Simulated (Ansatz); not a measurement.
# K chain started as a strip of triangles: period, moment and channels by functional, part 2 of 2

How many channels does the K chain started as a strip of triangles carry, and how sure is the answer?

Ansatz 0.2.0; DFT PBE, plane waves, PAW; relaxation of a chain's period (the session's first sound run).

So far, conductance of the lead as this run defines it (G₀): 2.00 in steps 3, 5 and 7.

### 9. The relaxed wire, cutoff 850 eV

This step: DFT PBE, plane waves, norm-conserving; relaxation of a chain's period (Ansatz 0.2.0).

The same functional on other atomic datasets tests how far the result hangs on the treatment of the cores. Against the first PBE run of this kind, the cutoff is 850 eV against 420.

The input, input.yaml:

```yaml
crystal:
  lattice:
    - [13.5, 0.0, 0.0]
    - [0.0, 12.0, 0.0]
    - [0.0, 0.0, 3.97271]
  atoms:
    - { symbol: K, position: [0.37429037, 0.5, 0.0], spin: 0.5 }
    - { symbol: K, position: [0.62570963, 0.5, 0.5], spin: 0.5 }
magnetization:
  spin_polarized: true
kpoints:
  mp_grid: { grid: [1, 1, 21] }
scf:
  occupations: { method: fermi_dirac, width: 0.05 }
hamiltonian:
  xc: pbe
  pseudopotentials: { kind: nc }
relax:
  cell: { fix: [a, b, alpha, beta, gamma] }
  max_steps: 60
```

Started as:

```bash
ansatz run input.yaml --threads 8 --pin off --max-ram 16384MiB --backend cpu --events-out ev --progress --plain --runs-dir out
```

Run time: 58 s. Hardware: 8 threads of Arm Neoverse V2, shared host; peak memory 2.5 GiB.

Relaxation path:

| step | energy less that of the first step (eV) | largest force component (eV/Å) | pressure (GPa) | volume (Å³) |
| --- | --- | --- | --- | --- |
| 1 | 0.0000 | 0.3545 | 0.24 | 643.58 |
| 2 | -0.0492 | 0.2685 | 0.19 | 649.77 |
| 3 | -0.1477 | 0.0573 | 0.07 | 677.71 |
| 4 | -0.1638 | 0.0337 | 0.00 | 707.07 |
| 5 | -0.1668 | 0.0040 | 0.01 | 709.49 |
| 6 | -0.1674 | 0.0013 | 0.01 | 714.75 |
| 7 | -0.1677 | 0.0001 | 0.00 | 720.23 |
| 8* | -0.1677 | 0.0001 | 0.00 | 720.23 |

Relaxation steps marked * repeat the geometry before them on a plane-wave basis chosen anew for their cell, so energy and pressure can jump there.

The run keeps the 8 symmetry operations that it works with, so distortions that break them were not tested.

```
cell as run  before  after   change
      c (Å)   3.973  4.446  +11.9 %
```

The atoms that moved most (Å, along periodic axes as changes of fractional coordinates times the final cell, across vacuum about the mean position):

| atom | dx | dy | dz | length |
| --- | --- | --- | --- | --- |
| K1 | -0.277 | 0.000 | 0.000 | 0.277 |
| K2 | 0.277 | 0.000 | 0.000 | 0.277 |

Final coordinates:

```xyz
2
Lattice="13.5000 0.0000 0.0000 0.0000 12.0000 0.0000 0.0000 0.0000 4.4458" Properties=species:S:1:pos:R:3
K     4.7760    6.0000    0.0000
K     8.7240    6.0000    2.2229
```

The cell's length comes to 4.446 Å, +0.1 % against the first run, with no moment.

The cell grew by 11.9 % in its periodic edges. From the first step to the last the energy fell by 0.168 eV, across changes of basis, and the largest move was 0.28 Å (K1 and 1 other atom alike).

### 10. Relaxing the period

This step: DFT PBE, plane waves, PAW; relaxation of a chain's period (Ansatz 0.2.0).

No moment formed, so a run without spin should agree; this checks it and saves time.

input.yaml, the sections that differ from step 9:

```yaml
crystal:
  lattice:
    - [13.5, 0.0, 0.0]
    - [0.0, 12.0, 0.0]
    - [0.0, 0.0, 3.97271]
  atoms:
    - { symbol: K, position: [0.37429037, 0.5, 0.0] }
    - { symbol: K, position: [0.62570963, 0.5, 0.5] }
hamiltonian:
  xc: pbe
# kpoints, scf, relax: as in step 9
# magnetization: removed
```

Run time: 7.4 s. Hardware: 8 threads; peak memory 0.94 GiB.

The cell's length comes to 4.441 Å, +0.0 % against the first run, with spin left out.

### 11. Side by side

Times are for 8 threads of Arm Neoverse V2, shared host. The series side by side:

```
no.          level  cell length along the wire (Å)  absolute moment (μB)   time  memory (GiB)
  1            PBE                           4.441                     0   19 s           1.1
  2            LDA                           4.204                     0   13 s          0.95
  3           RPBE                           4.607               5.80e-4   21 s           1.1
  4  PBE, NC files                           4.446                     0   58 s           2.5
  5   PBE, no spin                           4.441                     0  7.4 s          0.94
```

### 12. A varied input

This step: DFT PBE, plane waves, PAW; channels and complex bands of a perfect chain; changed: output.transmission.e_range = [-1, 1], output.transmission.de = 0.02, output.transmission.temperature = 600.0 (Ansatz 0.2.0).

The atoms of the run on the perfect lead (PBE) are kept and the input is varied, to see whether the result depends on it. The ELF is not written this time.

The input, input.yaml:

```yaml
crystal:
  lattice:
    - [13.5, 0.0, 0.0]
    - [0.0, 12.0, 0.0]
    - [0.0, 0.0, 4.4410649145]
  atoms:
    - { symbol: K, position: [0.353652277, 0.5, 0.0] }
    - { symbol: K, position: [0.646347723, 0.5, 0.5] }
kpoints:
  mp_grid: { grid: [1, 1, 19] }
  band_path: { path: ["Γ", Z], npoints: 60 }
scf:
  occupations: { method: fermi_dirac, width: 0.05 }
hamiltonian:
  xc: pbe
output:
  transmission:
    e_range: [-1, 1]
    de: 0.02
    kmesh: [1, 1]
    reduced_basis: true
    leads: [[0, 0]]
    temperature: 600.0
  dos: { projected: true, e_range: [-6, 4] }
  write_potential: true
  write_density: true
  volumetric_format: npy
```

Run time: 51 s. Hardware: 8 threads; peak memory 1.8 GiB; 5 min of CPU time.

Numbers from this step:

| Property | Result |
| --- | --- |
| energy at zero smearing | -3074.8035 eV |
| conductance of the lead as this run defines it | 1.953 G₀ |

Table of open channels of the lead, one spin by energy, zero at the Fermi level:

energy (eV), open channels of the lead, one spin and a bar from the least value:
```
   -1.000       1.00 
   -0.900       1.00 
   -0.800       1.00 
   -0.700       1.00 
   -0.600       1.00 
   -0.500       1.00 
   -0.400       1.00 
   -0.300       1.00 
   -0.200       1.00 
   -0.100       2.00 ##########
    0.000       2.00 ##########
    0.100       2.00 ##########
    0.200       2.00 ##########
    0.300       2.00 ##########
    0.400       2.00 ##########
    0.500       2.00 ##########
    0.600       2.00 ##########
    0.700       2.00 ##########
    0.800       2.00 ##########
    0.900       4.00 ##############################
    1.000       4.00 ##############################
```

It took 51 s against 64 s for the run it varies, and the conductance is 1.95 G₀ against 2.00 G₀.

The two runs compared:

```
                                           quantity  this run  the run it varies  difference
conductance of the lead as this run defines it (G₀)    1.9532             1.9976     -0.0444
```

### 13. The same system on other settings

This step: DFT PBE, plane waves, PAW; channels and complex bands of a perfect chain; changed: output.transmission.temperature = 0.5, scf.max_iter = 60 (Ansatz 0.2.0).

The input of the run on the perfect lead (PBE) is made doubtful on purpose. The ELF is not written this time.

input.yaml, the sections that differ from step 12:

```yaml
scf:
  occupations: { method: fermi_dirac, width: 0.05 }
  max_iter: 60
output:
  transmission:
    e_range: [-2, 2]
    de: 0.035
    kmesh: [1, 1]
    reduced_basis: true
    leads: [[0, 0]]
    temperature: 0.5
  dos: { projected: true, e_range: [-6, 4] }
  write_potential: true
  write_density: true
  volumetric_format: npy
# crystal, kpoints, hamiltonian: as in step 12
```

Elapsed: 0.04 s, on 8 threads; peak memory 0.067 GiB.

The input was rejected at the start.

The program's message: “Error: invalid value for `output.transmission.temperature`: must be finite and ≥ 1.2; got 0.5 K”

The change that led to it: output.transmission.temperature = 0.5.

### 14. Summary of results

| Property | Result |
| --- | --- |
| cell length, PBE | 4.441 Å |
| cell length, LDA | 4.204 Å |
| cell length, RPBE | 4.607 Å |
| cell length, PBE, NC files | 4.446 Å |
| cell length, PBE, no spin | 4.441 Å |
| conductance, PBE | 2.00 G₀ |
| conductance, LDA | 2.00 G₀ |
| conductance, RPBE | 2.00 G₀ |

What this shows: Under PBE the cell's length is 4.44 Å, no moment survives, and it is a metal with 2 channels a spin next to the Fermi level, 2.00 G₀ at 300 K. The cell's length spans 9.6 % over the functionals, shortest under LDA and longest under RPBE. A perfect wire passes every open channel, so the conductance counts half a G₀ for each forward-moving state at the Fermi level, spin by spin. At the relaxed period it forms two rows 3.95 Å apart, with 4.53 Å between atoms of unlike rows and 4.44 Å along a row: a strip of triangles. Transport is coherent and elastic here: the atoms are frozen, so scattering by vibrations plays no part.

[Logs are printed without paths, hosts, clocks, repeated set-up lines and the standing remarks that a program may print on its own settings, such as how far it seeks lower states.]

[Hosts, paths, dates, database ids (printed as entryN), source tags and the programs' standing remarks are cut or masked in the printed files.]
